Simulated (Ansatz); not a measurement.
## Photoemission of Si(111) with Cl on 25 % of the top atoms and H on the rest

Aim: core-level components, unfolded bands and work function of Si(111) with Cl on 25 % of the top atoms and H on the rest.

Program: Ansatz 0.2.0. Level of theory: DFT, PBE, plane-wave PAW, scalar-relativistic; PAW set soft_1. Results are calculated unless marked as measured.

### Step 1. Set-up

The cell holds 32 atoms: 1 Cl, 7 H and 24 Si. Cell: a = 7.679 Å, b = 7.679 Å, c = 24.594 Å, α = 90.0°, β = 90.0°, γ = 60.0°. It derives from Si. How the cell was made: terminated face; group: Cl; share of top atoms: 0.25; rest: H; oxygen in back bonds: 0; lower face: H. Regions: ad, 4 atoms (1 Cl and 3 H); L1, 4 atoms (4 Si); L2, 4 atoms (4 Si); L3, 4 atoms (4 Si); mid, 4 atoms (4 Si); rest, 12 atoms (8 Si and 4 H). Vacuum lies along c.

### Step 2. Relaxing the atoms

Levels and vacuum steps follow bond lengths, so the atoms are relaxed first. 12 atoms are held to stand for the bulk. A dipole correction cancels the field between unlike faces.

input.yaml

```yaml
crystal:
  lattice:
    - [7.6791796437, 0.0, 0.0]
    - [3.8395898218, 6.6503646517, 0.0]
    - [0.0, 0.0, 24.5937769138]
  atoms:
    - { symbol: Cl, position: [0.0, 0.0, 0.715375153] }
    - { symbol: H, position: [0.5, 0.0, 0.686506061] }
    - { symbol: H, position: [0.0, 0.5, 0.686506061] }
    - { symbol: H, position: [0.5, 0.5, 0.686506061] }
    - { symbol: Si, position: [0.0, 0.0, 0.630800912] }
    - { symbol: Si, position: [0.5, 0.0, 0.630800912] }
    - { symbol: Si, position: [0.0, 0.5, 0.630800912] }
    - { symbol: Si, position: [0.5, 0.5, 0.630800912] }
    - { symbol: Si, position: [0.833333333, 0.333333333, 0.598932973] }
    - { symbol: Si, position: [0.333333333, 0.333333333, 0.598932973] }
    - { symbol: Si, position: [0.833333333, 0.833333333, 0.598932973] }
    - { symbol: Si, position: [0.333333333, 0.833333333, 0.598932973] }
    - { symbol: Si, position: [0.833333333, 0.333333333, 0.503329155] }
    - { symbol: Si, position: [0.333333333, 0.333333333, 0.503329155] }
    - { symbol: Si, position: [0.833333333, 0.833333333, 0.503329155] }
    - { symbol: Si, position: [0.333333333, 0.833333333, 0.503329155] }
    - { symbol: Si, position: [0.166666667, 0.166666667, 0.471461216] }
    - { symbol: Si, position: [0.666666667, 0.166666667, 0.471461216] }
    - { symbol: Si, position: [0.166666667, 0.666666667, 0.471461216] }
    - { symbol: Si, position: [0.666666667, 0.666666667, 0.471461216] }
    - { symbol: Si, position: [0.166666667, 0.166666667, 0.375857398] }
    - { symbol: Si, position: [0.666666667, 0.166666667, 0.375857398] }
    - { symbol: Si, position: [0.166666667, 0.666666667, 0.375857398] }
    - { symbol: Si, position: [0.666666667, 0.666666667, 0.375857398] }
    - { symbol: Si, position: [0.0, 0.0, 0.343989458] }
    - { symbol: Si, position: [0.5, 0.0, 0.343989458] }
    - { symbol: Si, position: [0.0, 0.5, 0.343989458] }
    - { symbol: Si, position: [0.5, 0.5, 0.343989458] }
    - { symbol: H, position: [0.0, 0.0, 0.284624847] }
    - { symbol: H, position: [0.5, 0.0, 0.284624847] }
    - { symbol: H, position: [0.0, 0.5, 0.284624847] }
    - { symbol: H, position: [0.5, 0.5, 0.284624847] }
kpoints:
  mp_grid: { grid: [3, 3, 1] }
scf:
  occupations: { method: fermi_dirac, width: 0.02 }
  n_extra_bands: 23
hamiltonian:
  xc: pbe
  pseudopotentials: { kind: paw, azcp: { folder: soft_1 } }
output:
  forces: true
  write_potential: true
  volumetric_format: []
efield:
  axis: 3
  dipole_correction: true
relax:
  f_tol: 0.03
  max_steps: 70
  constraints: [{ sites: [20, 21, 22, 23, 24, 25, 26, 27, 28, 29, 30, 31] }]
```

Run with:

```console
$ ansatz run input.yaml --threads 4 --pin off --max-ram 11264MiB --backend cpu --events-out ev --progress --plain --runs-dir out
```

Numbers of over 12 decimals in the logs are rounded to 6 here.

What it wrote:

```text
scf.n_extra_bands = 23 over 55 filled bands (N_el = 110.0): the run solves 78 bands
Engine: ansatz 0.2.0, x86_64-unknown-linux-gnu
Pseudopotentials: kind: paw
Pseudopotential: Cl, paw, valence charge 7, recommended cutoff 420 eV (normal), soft_1/Cl.paw.azcp
Pseudopotential: H, paw, valence charge 1, recommended cutoff 420 eV (normal), soft_1/H.paw.azcp
Pseudopotential: Si, paw, valence charge 4, recommended cutoff 420 eV (normal), soft_1/Si.paw.azcp
Functional definition: PBE
  parameter kappa = 0.804
  parameter beta = 0.066725
  exchange = pbe_x(kappa = kappa, mu = beta*pi^2/3)
  correlation = pbe_c(beta = beta)
Crystal: 32 atoms, lattice volume = 1255.988 Å³
Basis set: ecut = 420 eV, 24521 PW (Γ), exchange–correlation on 108×108×360 points (8 copies of the dense FFT grid, shifted against one another)
Bands: 78, of which v1, the nominal top of the filled ones, is band 55 counted from 1 (54 counted from 0)
Symmetry: 6 space group operations
Space group: P3m1 (ITA 156), of the structure as read, at distance tolerance 1.1e-4 Å
k-points: 3 of 9 (time reversal used)
Non-local potential: Cl, projectors of the file, l = 0: 2, l = 1: 2, l = 2: 1
Non-local potential: H, projectors of the file, l = 0: 2, l = 1: 1
Non-local potential: Si, projectors of the file, l = 0: 2, l = 1: 2, l = 2: 1
PAW form: soft (Blöchl's): semilocal exchange-correlation on the pseudo side does not see the compensation charge
PAW one-centre angular grid: Cl, 110 points (default); XC on 64 Gauss nodes
PAW one-centre angular grid: H, 110 points (default); XC on 64 Gauss nodes
PAW one-centre angular grid: Si, 110 points (default); XC on 64 Gauss nodes
Initial density: superposition of atomic densities (neutral atoms: chi_scale 0, normalization atom)
Initial wavefunctions: pseudopotential atomic-orbital guess
Functional: x = pbe(κ = 0.804, μ = 0.219515), c = pbe(β = 0.066725)
SCF iter   1: F=—  HF=-16455.110303 eV  |F-HF|=—  |Δ(HF+E_count)|=         —  Δρ=3.92e-2  dr2=1.70e1  ethr=3.10e-3  p=0.000 e·Å  D=9.06e-7 V/Å  ΔV_dip=-0.00 eV  dr2_dipole=7.94e-6  V_vac-E_F(+/−)=6.31/6.31 eV  ⟨swp⟩=10.7  Hψ=1632  notcnv=0  defer=8
efield: sawtooth ramp at fractional position 0.9500 (placed from the atoms, in the widest stretch of the axis that holds none; the zero of the levels goes with the place), width 0.1000; the density the first Hamiltonian is built on has a dipole p = 0.000 e·Å; the dipole correction subtracts the counter field D = 9.06e-7 V/Å, which shifts the + side's vacuum level by -0.00 eV against the − side's; the planar-averaged density in the ramp window peaks in size at 2.1e-6 e/Å³
preconditioner: auto → Resta (q_TF=auto, 1.818 Å⁻¹)  ε∞=2.8  [insulator: Δε(μ)=1.413 eV  Ē_g=8.120 eV  σ=0.020 eV  W_gap=1.00  n_scr=134 (ndim 8)  ℏωp=10.9 eV  f_vac=0.481  D(μ)=0.00/eV (n_scr^D=0)  ε∞_Penn≈2.8  vacuum switching on, ρ_ref=4.8e-3 e/Å³]
SCF iter   2: F=—  HF=-16451.324492 eV  |F-HF|=—  |Δ(HF+E_count)|=    3.79e0  Δρ=1.93e-2  dr2=4.51e0  ethr=3.10e-3  p=-0.006 e·Å  D=-8.28e-4 V/Å  ΔV_dip=0.02 eV  dr2_dipole=1.32e-3  V_vac-E_F(+/−)=5.66/5.64 eV  ⟨swp⟩=3.0  Hψ=424  notcnv=0  defer=51
SCF iter   3: F=—  HF=-16450.172607 eV  |F-HF|=—  |Δ(HF+E_count)|=    1.15e0  Δρ=2.22e-3  dr2=2.96e-1  ethr=3.10e-3  p=-0.106 e·Å  D=-1.53e-2 V/Å  ΔV_dip=0.38 eV  dr2_dipole=2.95e-3  V_vac-E_F(+/−)=4.49/4.11 eV  ⟨swp⟩=3.7  Hψ=341  notcnv=0  defer=51
SCF iter   4: F=—  HF=-16450.152936 eV  |F-HF|=—  |Δ(HF+E_count)|=   1.97e-2  Δρ=1.14e-3  dr2=3.15e-2  ethr=2.69e-4  p=-0.075 e·Å  D=-1.08e-2 V/Å  ΔV_dip=0.26 eV  dr2_dipole=2.40e-3  V_vac-E_F(+/−)=4.61/4.35 eV  ⟨swp⟩=4.3  Hψ=388  notcnv=0  defer=40
SCF iter   5: F=—  HF=-16450.162235 eV  |F-HF|=—  |Δ(HF+E_count)|=   9.30e-3  Δρ=3.85e-4  dr2=1.64e-2  ethr=2.86e-5  p=-0.133 e·Å  D=-1.92e-2 V/Å  ΔV_dip=0.47 eV  dr2_dipole=6.73e-3  V_vac-E_F(+/−)=4.62/4.14 eV  ⟨swp⟩=4.0  Hψ=389  notcnv=0  defer=40
SCF iter   6: F=—  HF=-16450.160483 eV  |F-HF|=—  |Δ(HF+E_count)|=   1.75e-3  Δρ=1.96e-4  dr2=9.04e-4  ethr=1.49e-5  p=-0.100 e·Å  D=-1.44e-2 V/Å  ΔV_dip=0.35 eV  dr2_dipole=1.70e-4  V_vac-E_F(+/−)=4.52/4.17 eV  ⟨swp⟩=3.7  Hψ=328  notcnv=0  defer=40
SCF iter   7: F=—  HF=-16450.160656 eV  |F-HF|=—  |Δ(HF+E_count)|=   1.73e-4  Δρ=6.07e-5  dr2=8.21e-5  ethr=8.22e-7  p=-0.105 e·Å  D=-1.51e-2 V/Å  ΔV_dip=0.37 eV  dr2_dipole=1.79e-8  V_vac-E_F(+/−)=4.53/4.15 eV  ⟨swp⟩=2.3  Hψ=406  notcnv=0  defer=40
SCF iter   8: F=-16450.160690 eV  HF=-16450.160691 eV  |F-HF|=3.13e-7  |Δ(HF+E_count)|=   3.45e-5  Δρ=2.01e-5  dr2=5.58e-6  ethr=2.05e-8  p=-0.105 e·Å  D=-1.51e-2 V/Å  ΔV_dip=0.37 eV  dr2_dipole=3.48e-7  V_vac-E_F(+/−)=4.52/4.15 eV  ⟨swp⟩=14.0  Hψ=2336  notcnv=0
SCF 1 converged in 8 iterations: F = -16450.160690 eV  dr2 = 5.58e-6
  greatest PAW one-centre occupation: 0.905 electrons in one spin orbital (limit 2), on the Cl atom at site 0 (counted from 0), in its partial waves of l = 0
relax step   1: F+E_penalty+E_count = -16450.16069019 eV  Δ(F+E_penalty+E_count) = +0.000e0 eV  max|allowed force component| = 2.866e0 eV/Å  Δτ_max = 0.0000 Å  (8 SCF iters, dr2 threshold 2.25e-5 eV, accepted)
Initial density: handed on by an earlier stage of this run
Initial wavefunctions: those handed on with the density
iter 1 solved again at ethr=1.41e-4 eV; its pass at ethr=3.10e-3 eV (dr2=1.55e-1 eV) is discarded
SCF iter   1: F=—  HF=-16450.634233 eV  |F-HF|=—  |Δ(HF+E_count)|=         —  Δρ=4.32e-3  dr2=1.57e-1  ethr=1.41e-4  p=-0.105 e·Å  D=-1.51e-2 V/Å  ΔV_dip=0.37 eV  dr2_dipole=1.70e-3  V_vac-E_F(+/−)=4.49/4.12 eV  ⟨swp⟩=1.7  Hψ=837  notcnv=0  defer=40
efield: sawtooth ramp at fractional position 0.9500 (handed on by an earlier solve), width 0.1000; the density the first Hamiltonian is built on has a dipole p = -0.105 e·Å; the dipole correction subtracts the counter field D = -1.51e-2 V/Å, which shifts the + side's vacuum level by +0.37 eV against the − side's; the planar-averaged density in the ramp window peaks in size at 1.6e-6 e/Å³
preconditioner: auto → Resta (q_TF=auto, 1.818 Å⁻¹)  ε∞=2.9  [insulator: Δε(μ)=1.086 eV  Ē_g=7.877 eV  σ=0.020 eV  W_gap=1.00  n_scr=134 (ndim 8)  ℏωp=10.9 eV  f_vac=0.503  D(μ)=0.00/eV (n_scr^D=0)  ε∞_Penn≈2.9  vacuum switching on, ρ_ref=4.5e-3 e/Å³]
SCF iter   2: F=—  HF=-16450.605354 eV  |F-HF|=—  |Δ(HF+E_count)|=   2.89e-2  Δρ=2.07e-3  dr2=3.23e-2  ethr=1.41e-4  p=-0.134 e·Å  D=-1.94e-2 V/Å  ΔV_dip=0.48 eV  dr2_dipole=3.41e-5  V_vac-E_F(+/−)=4.59/4.11 eV  ⟨swp⟩=2.3  Hψ=302  notcnv=0  defer=40
[...]
SCF iter   3: F=—  HF=-16450.688705 eV  |F-HF|=—  |Δ(HF+E_count)|=   4.55e-4  Δρ=1.10e-5  dr2=3.65e-6  ethr=6.86e-8  p=-0.149 e·Å  D=-2.14e-2 V/Å  ΔV_dip=0.53 eV  dr2_dipole=2.06e-7  V_vac-E_F(+/−)=4.65/4.12 eV  ⟨swp⟩=3.0  Hψ=345  notcnv=0  defer=45
SCF iter   4: F=—  HF=-16450.688705 eV  |F-HF|=—  |Δ(HF+E_count)|=   2.30e-7  Δρ=3.40e-6  dr2=8.85e-7  ethr=3.32e-9  p=-0.148 e·Å  D=-2.14e-2 V/Å  ΔV_dip=0.53 eV  dr2_dipole=3.95e-7  V_vac-E_F(+/−)=4.65/4.12 eV  ⟨swp⟩=2.0  Hψ=315  notcnv=0  defer=45
SCF iter   5: F=—  HF=-16450.688705 eV  |F-HF|=—  |Δ(HF+E_count)|=   2.24e-8  Δρ=1.89e-6  dr2=2.39e-7  ethr=8.05e-10  p=-0.149 e·Å  D=-2.14e-2 V/Å  ΔV_dip=0.53 eV  dr2_dipole=8.96e-8  V_vac-E_F(+/−)=4.65/4.12 eV  ⟨swp⟩=2.0  Hψ=254  notcnv=0  defer=45
SCF iter   6: F=-16450.688705 eV  HF=-16450.688705 eV  |F-HF|=4.77e-9  |Δ(HF+E_count)|=   6.82e-9  Δρ=8.12e-7  dr2=1.86e-8  ethr=9.09e-11  p=-0.149 e·Å  D=-2.14e-2 V/Å  ΔV_dip=0.53 eV  dr2_dipole=3.34e-9  V_vac-E_F(+/−)=4.65/4.12 eV  ⟨swp⟩=10.0  Hψ=1625  notcnv=0
SCF 5 converged in 6 iterations: F = -16450.688705 eV  dr2 = 1.86e-8
relax step   5: F+E_penalty+E_count = -16450.68870488 eV  Δ(F+E_penalty+E_count) = -8.215e-4 eV  max|allowed force component| = 1.247e-2 eV/Å  Δτ_max = 0.0054 Å  (6 SCF iters, accepted)
NSCF: frozen V_eff on 3 k-points
the band table was solved once a step of the walk had ended and its energy, with any forces and stress, was formed, with the checks that follow a solve (1766 applications of the Hamiltonian). They found nothing against the state; the energy, forces and stress were not computed again (output.eigenvalues in the input reference)
WARN: The output density's exchange-correlation potential varies sharply where the density is thin. Do not read a vacuum level from v_tot or v_xc, or from such a field of the output density. On a cell that repeats whose density bears no net charge and no dipole along the vacuum's axis use v_es (v_loc + v_h of the components); under efield.dipole_correction with no amplitude use v_es + v_field, which holds any externa [...]
SCF converged after 6 iterations
Free energy (F): -16450.688705 eV
Harris-Foulkes:  -16450.688705 eV  (|F-HF|=4.77e-9)
Internal energy: -16450.688705 eV  (E = F + TS)
E sigma→0 (E₀):  -16450.688705 eV
Fermi energy:    0.103394 eV
Dipole field:    D = -0.021400 V/Å  (p = -0.148539 e·Å, saw-weighted, corrected)
Work function:   Φ+ = 4.6491 eV   Φ− = 4.1227 eV
Levels:          The Fermi level and band energies are counted from a zero that moves with the ramp; work functions are not
--- Per-component energies (eV) ---
  E_band       = -606.628663
  E_kinetic    = 1220.413607
  E_local      = -28919.448367  (includes V_loc(G=0)·N_el)
  E_nonlocal   = 582.979767
  E_hartree    = 13947.178969
  E_xc         = -1521.003535
  E_vxc        = -1337.434878  (∫ρ·V_xc dr)
  E_paw        = -12942.219627  (= ΣΔE_a)
  E_vpaw       = -47.544944  (= ΣTr[D̂ρ^β])
  E_aug_tail   = -0.005921  (compensation charges beyond the density's cutoff)
  E_efield     = 0.001589  (sawtooth field / dipole correction)
  E_vefield    = 0.048388  (∫n·V_field dr)
  E_ewald      = 11181.414813
  E_smearing   = -0.000000  (= −TS)
  E_closure    = -0.000000  (closes the sum)
  Σ components = -16450.688705   (vs F -16450.688705, Δ=0.00e0)
--- Forces (eV/Å), atoms counted from 1 ---
  atom   1  Cl    -0.00000000     0.00000000    -0.01051898
  atom   2  H     -0.00000000     0.00025780    -0.00009872
  atom   3  H      0.00022326    -0.00012890    -0.00009872
  atom   4  H     -0.00022326    -0.00012890    -0.00009872
  atom   5  Si    -0.00000000     0.00000000     0.01246835
  atom   6  Si    -0.00000000     0.00034776    -0.00197628
  atom   7  Si     0.00030117    -0.00017388    -0.00197628
  atom   8  Si    -0.00030117    -0.00017388    -0.00197628
  atom   9  Si    -0.00000000     0.00093570     0.00112480
  atom  10  Si     0.00000000    -0.00000000    -0.00013510
  atom  11  Si    -0.00081034    -0.00046785     0.00112480
  atom  12  Si     0.00081034    -0.00046785     0.00112480
  atom  13  Si    -0.00000000     0.00144591     0.00054384
  atom  14  Si    -0.00000000     0.00000000    -0.00126444
  atom  15  Si    -0.00125219    -0.00072295     0.00054384
  atom  16  Si     0.00125219    -0.00072295     0.00054384
  atom  17  Si     0.00055082     0.00031802    -0.00012687
  atom  18  Si    -0.00055082     0.00031802    -0.00012687
  atom  19  Si     0.00000000    -0.00063603    -0.00012687
  atom  20  Si     0.00000000    -0.00000000    -0.00180682
  atom  21  Si     0.00254678     0.00147038    -0.07115682
  atom  22  Si    -0.00254678     0.00147038    -0.07115682
  atom  23  Si     0.00000000    -0.00294077    -0.07115682
  atom  24  Si    -0.00000000     0.00000000    -0.08410024
  atom  25  Si     0.00000000     0.00000000     0.85308204
  atom  26  Si     0.00000000    -0.00150878     0.84684578
  atom  27  Si    -0.00130664     0.00075439     0.84684578
  atom  28  Si     0.00130664     0.00075439     0.84684578
  atom  29  H     -0.00000000    -0.00000000    -0.77287620
  atom  30  H     -0.00000000     0.00004590    -0.77346418
  atom  31  H      0.00003975    -0.00002295    -0.77346418
  atom  32  H     -0.00003975    -0.00002295    -0.77346418
  max |Σ_I F_I| component: 7.68e-5 eV/Å
--- Band table (eV) ---
  k-point 0: bands = [... 51 lower, -0.8900, -0.8900, -0.4512, -0.4512, 0.6544, 0.6763, 0.6763, 1.1042, ... 19 higher]
  k-point 1: bands = [... 51 lower, -1.7063, -1.4794, -1.3800, -0.8474, 0.8092, 1.3977, 1.4835, 1.6124, ... 19 higher]
  k-point 2: bands = [... 51 lower, -2.1474, -1.7128, -1.6090, -1.5926, 1.7442, 2.0917, 2.1202, 2.1405, ... 19 higher]
--- Relaxed structure (5 steps of the walk, 5 accepted, 0 SCFs on fresh bases) ---
  F+E_penalty+E_count = -16450.68870488 eV   max|allowed force component| = 1.247e-2 eV/Å
  atoms:
    - { symbol: Cl, position: [1.6647044579702248e-19, 0, 0.716077] }
    - { symbol: H, position: [0.500438, -0.000875172, 0.693386] }
    - { symbol: H, position: [-0.000875172, 0.500438, 0.693386] }
    - { symbol: H, position: [0.500438, 0.500438, 0.693386] }
    - { symbol: Si, position: [0, 0, 0.630582] }
    - { symbol: Si, position: [0.499746, 0.000508198, 0.632344] }
    - { symbol: Si, position: [0.000508198, 0.499746, 0.632344] }
    - { symbol: Si, position: [0.499746, 0.499746, 0.632344] }
    - { symbol: Si, position: [0.832449, 0.335103, 0.600406] }
    - { symbol: Si, position: [0.333333, 0.333333, 0.600660] }
    - { symbol: Si, position: [0.832449, 0.832449, 0.600406] }
    - { symbol: Si, position: [0.335103, 0.832449, 0.600406] }
    - { symbol: Si, position: [0.833426, 0.333147, 0.504271] }
    - { symbol: Si, position: [0.333333, 0.333333, 0.504589] }
    - { symbol: Si, position: [0.833426, 0.833426, 0.504271] }
    - { symbol: Si, position: [0.333147, 0.833426, 0.504271] }
    - { symbol: Si, position: [0.166789, 0.166789, 0.471862] }
    - { symbol: Si, position: [0.666423, 0.166789, 0.471862] }
    - { symbol: Si, position: [0.166789, 0.666423, 0.471862] }
    - { symbol: Si, position: [0.666667, 0.666667, 0.471808] }
    - { symbol: Si, position: [0.166667, 0.166667, 0.375857] }
    - { symbol: Si, position: [0.666667, 0.166667, 0.375857] }
    - { symbol: Si, position: [0.166667, 0.666667, 0.375857] }
    - { symbol: Si, position: [0.666667, 0.666667, 0.375857] }
    - { symbol: Si, position: [0.0, 0.0, 0.343989] }
    - { symbol: Si, position: [0.500000, 0, 0.343989] }
    - { symbol: Si, position: [-2.7755575615628914e-17, 0.500000, 0.343989] }
    - { symbol: Si, position: [0.500000, 0.500000, 0.343989] }
    - { symbol: H, position: [0.0, 0.0, 0.284625] }
    - { symbol: H, position: [0.500000, 0, 0.284625] }
    - { symbol: H, position: [-2.7755575615628914e-17, 0.500000, 0.284625] }
    - { symbol: H, position: [0.500000, 0.500000, 0.284625] }
```

Wall time 2.7 min (4 threads of Intel Xeon at 2.50GHz (Skylake/Cascade Lake), shared host); peak memory 1.8 GiB.

Relaxation path:

```csv
step,energy less that of the first step (eV),largest force component (eV/Å)
1,0.0000,2.8665
2,-0.4385,1.0926
3,-0.5261,0.1014
4,-0.5272,0.0545
5,-0.5280,0.0125
```

The run keeps the 6 symmetry operations that it works with, so distortions that break them were not tested.

The atoms that moved most (Å):

```csv
atom,dx,dy,dz,length
H4,0.005,0.003,0.169,0.169
H3,-0.005,0.003,0.169,0.169
H2,0.000,-0.006,0.169,0.169
Si10,0.000,0.000,0.042,0.042
Si8,-0.003,-0.002,0.038,0.038
Si6,0.000,0.003,0.038,0.038
Si7,0.003,-0.002,0.038,0.038
Si9,0.000,0.012,0.036,0.038
```

This step gave:

| Property | Result |
| --- | --- |
| free energy | -16450.6887 eV |
| Fermi energy | 0.1034 eV |
| symmetry operations | 6 |
| gap on the k-mesh | 1.106 eV |
| ionisation potential, upper face | 5.204 eV |
| upper vacuum level less the lowest empty level (Kohn–Sham affinity) | 4.098 eV |
| ionisation potential, lower face | 4.677 eV |

The relaxation ends 17 meV an atom lower, with a largest force component of 0.012 eV/Å on the free atoms.

[end of part 1 of 3]

[Logs are printed without paths, hosts, clocks, repeated set-up lines and the standing remarks that a program may print on its own settings, such as how far it seeks lower states.]

[Hosts, paths, dates, database ids (printed as entryN), source tags and the programs' standing remarks are cut or masked in the printed files.]

[Maps of the electrostatic potential energy from Ansatz leave out the sawtooth potential of an applied field or a dipole correction, so their vacuum need not be flat; work functions include it.]
